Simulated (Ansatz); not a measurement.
# 1T-VF2 bilayer (AA) in a perpendicular field, part 2 of 2

Aim: how the 1T-VF2 bilayer (AA) screens a field along its normal, and what the field does to its bands. A positive field points along +c.

Ansatz 0.2.0; plane-wave DFT, PBE+U-D3(BJ), Ansatz PAW.

So far, gap on the k-mesh (eV): step 2 (relaxation) 2.99; step 5 (atoms held, field -0.05 V/Å) 2.91; step 6 (atoms held, field 0.1 V/Å) 2.83; step 7 (single point, field 0.2 V/Å) 2.65; step 8 (single point, field 0.3 V/Å) 2.45.

## Step 9: Response, atoms held (continued)

Electrons, planar mean, per unit field. The induced electron density by z:

z (Å), induced electron density (e/Å³ per V/Å) and a bar from the least value:
```
     4.02    0.00000 ###############
     4.47    0.00000 ###############
     4.91    0.00000 ###############
     5.36    0.00000 ###############
     5.80    0.00001 ###############
     6.25    0.00003 ###############
     6.70    0.00011 ################
     7.00    0.00023 ################
     7.44    0.00066 ##################
     7.89    0.00172 #######################
     8.33    0.00322 ##############################
     8.78    0.00187 ########################
     9.23    0.00169 #######################
     9.67   -0.00027 ##############
    10.12    0.00005 ###############
    10.57   -0.00086 ###########
    11.01   -0.00170 #######
    11.46   -0.00287 ##
    11.91   -0.00088 ###########
    12.20    0.00088 ###################
    12.65    0.00286 ############################
    13.10    0.00170 #######################
    13.54    0.00086 ###################
    13.99   -0.00006 ###############
    14.44    0.00027 ################
    14.88   -0.00169 #######
    15.33   -0.00187 ######
    15.78   -0.00322 
    16.22   -0.00172 #######
    16.67   -0.00066 ############
    17.12   -0.00023 ##############
    17.41   -0.00011 ###############
    17.86   -0.00003 ###############
    18.31   -0.00001 ###############
    18.75    0.00000 ###############
    19.20    0.00000 ###############
    19.65    0.00000 ###############
    20.09    0.00000 ###############
```

By hand: between -0.05 and 0.05 V/Å the dipole changes by 0.02488 e·Å, a slope of 0.2488 e·Å²/V. A perfect conductor of thickness t has p = ε₀AEt, so t = 180.95 × 0.2488 / 9.405 = 4.79 Å (e/ε₀ = 180.95 V·Å, A in Å²).

The induced dipole is that of a conductor 4.79 Å thick.

## Step 10: The same run with other settings

This step: plane-wave DFT, PBE+U-D3(BJ), Ansatz PAW (Ansatz 0.2.0).

An input spoilt on purpose, to show how the run answers: it repeats the earlier run at 0.05 V/Å with scf.mixing to algorithm: broyden, beta: 1.0, ndim: 1, preconditioner: none, and scf.max_iter set to 50.

input.yaml reads:

```yaml
crystal:
  lattice:
    - [3.2954901416, 0.0, 0.0]
    - [-1.6477450708, 2.8539781806, 0.0]
    - [0.0, 0.0, 24.1119255718]
  atoms:
    - { symbol: F, position: [0.6666666667, 0.3333333333, 0.3732592809], spin: 0.02 }
    - { symbol: V, position: [0.0, 0.0, 0.4127412966], spin: 2.29 }
    - { symbol: F, position: [0.3333333333, 0.6666666667, 0.4517533414], spin: 0.02 }
    - { symbol: F, position: [0.6666666667, 0.3333333333, 0.5482466623], spin: -0.02 }
    - { symbol: V, position: [0.0, 0.0, 0.5872587018], spin: -2.29 }
    - { symbol: F, position: [0.3333333333, 0.6666666667, 0.6267407191], spin: -0.02 }
magnetization:
  spin_polarized: true
kpoints:
  mp_grid: { grid: [18, 18, 1] }
  band_path:
    path: [[0, 0, 0], [0.5, 0, 0], [0.33333333, 0.33333333, 0], [0, 0, 0]]
    npoints: 16
hamiltonian:
  xc: pbe
  dispersion: d3bj
  hubbard: { sites: [{ species: V, l: d, u_eff: 3.0 }] }
scf:
  occupations: { method: fermi_dirac, width: 0.05 }
  convergence: { dr2_threshold: 1.0e-10 }
  mixing: { algorithm: broyden, beta: 1.0, ndim: 1, preconditioner: none }
  max_iter: 50
efield:
  axis: 3
  dipole_correction: true
  ramp_position: 0.97
  ramp_width: 0.06
  amplitude: 0.05
output:
  write_potential: true
  write_density: true
  volumetric_format: npy
```

Launch:

```sh
$ ansatz run input.yaml --threads 4 --pin off --max-ram 6144MiB --backend cpu --events-out ev --progress --plain --runs-dir out
```

The job ended after 32 s (4 threads of Intel Xeon Platinum 8559C (Emerald Rapids), shared host; peak memory 0.89 GiB; 2.1 min of CPU time).

Residual by cycle:

cycle, log10 residual and a bar from the least value:
```
        1        0.8 ##############################
        5       -0.4 #########################
       10       -0.2 ##########################
       14       -3.1 ##############
       19       -4.6 #######
       23       -5.0 ######
       28       -4.7 #######
       32       -4.9 ######
       37       -6.1 #
       41       -6.4 
       46       -5.9 ##
       50       -6.3
```

No converged result was reached; the numbers in the log don't describe the system.

After 50 cycles the residual stands at 5.5e-7, with no steady fall over the second half. The cap of 50 cycles in the input ended the loop.

The program's message: “Error: did not converge after 50 iterations: dr2 = 5.47e-7 (threshold 1.00e-10), under the density mixer `broyden`; raise `scf.max_iter`, which need not help a stalled SCF, or adjust the mixing (`scf. …”

The fault put into the input: mixing far too strong.

## Step 11: A changed input: kpoints.mp_grid.grid = [22, 22, 1]

Another changed input: it repeats the earlier run at 0.05 V/Å with kpoints.mp_grid.grid from [18, 18, 1] to [22, 22, 1].

Changes to input.yaml since step 10:

```diff
@@ -15,3 +15,3 @@
 kpoints:
-  mp_grid: { grid: [18, 18, 1] }
+  mp_grid: { grid: [22, 22, 1] }
   band_path:
@@ -26,4 +26,2 @@
   convergence: { dr2_threshold: 1.0e-10 }
-  mixing: { algorithm: broyden, beta: 1.0, ndim: 1, preconditioner: none }
-  max_iter: 50
 efield:
```

Run time: 27 s. Hardware: 4 threads; peak memory 1.3 GiB; 1.7 min of CPU time.

Read from the output:

- site moments: 0.01679, 2.295, 0.01543, -0.01565, -2.295, -0.01657 μB
- gap on the k-mesh: 2.911 eV
- dipole along the normal: 0.01244 e·Å
- gap along the path: 2.911 eV
- gap, the smaller of path and mesh: 2.911 eV

Deep bands are left out, so band numbers here count from the lowest band kept and differ from the log's. The electronic bands at the labelled points (eV, zero at the Fermi level of the run, which the smearing sets inside the gap; # counts the bands kept):

| point | up #13 | up #14 | up #15 | up #16 | down #13 | down #14 | down #15 | down #16 |
| --- | --- | --- | --- | --- | --- | --- | --- | --- |
| Γ | -2.41 | -2.41 | -1.60 | 1.41 | -2.31 | -2.31 | -1.51 | 1.46 |
| halfway | -2.28 | -2.17 | -1.82 | 2.10 | -2.19 | -2.07 | -1.73 | 2.19 |
| M | -2.25 | -2.14 | -1.99 | 2.08 | -2.16 | -2.04 | -1.90 | 2.18 |
| halfway | -2.27 | -2.08 | -1.99 | 2.17 | -2.18 | -1.99 | -1.90 | 2.26 |
| K | -2.34 | -2.00 | -1.99 | 2.32 | -2.25 | -1.91 | -1.90 | 2.41 |
| halfway | -2.19 | -2.17 | -1.90 | 2.19 | -2.10 | -2.08 | -1.81 | 2.28 |
| Γ | -2.41 | -2.41 | -1.60 | 1.41 | -2.31 | -2.31 | -1.51 | 1.46 |

```csv
quantity,this run,earlier run,difference
dipole along the normal (e·Å),0.01244,0.01244,3.1e-8
gap along the path (eV),2.911,2.911,0
gap on the k-mesh (eV),2.911,2.911,5.0e-6
```

Nothing in the table moves by 0.01 in its unit (for the dipole 0.5 % and 5e-5 e·Å). The run took 17 SCF cycles against 18.

No band crosses the Fermi level on this path.

## Step 12: What came out

```yaml
gap_without_field: 2.99 eV
ionisation_energy_upper_face: 5.55 eV
electron_affinity_upper_face: 2.57 eV
equivalent_conductor_thickness_atoms_held: 4.79 Å
```

**Reading.** The induced dipole equals that of a perfect conductor 4.79 Å thick, while the outer atoms lie 6.11 Å apart; an out-of-plane ε follows only once a thickness t is chosen, by 1 − 1/ε = 4.79 Å / t. The gap goes from 2.99 eV to 2.45 eV at 0.3 V/Å. In a field the lowest empty level of a wide-gap layer can be a state in the vacuum, whose place depends on the cell. With the field reversed it is 2.91 eV at -0.05 V/Å. Semilocal functionals give gaps that are too small, and excitons are not included. The magnetic order is the one reached from the typed start; other orders were not compared.

[Long decimals in the printed logs are rounded to 6 places.]

[Logs are printed without paths, hosts, clocks, repeated set-up lines and the standing remarks that a program may print on its own settings, such as how far it seeks lower states.]

[Hosts, paths, dates, database ids (printed as entryN), source tags and the programs' standing remarks are cut or masked in the printed files.]

[Maps of the electrostatic potential energy from Ansatz leave out the sawtooth potential of an applied field or a dipole correction, so their vacuum need not be flat; planar profiles and work functions include it.]
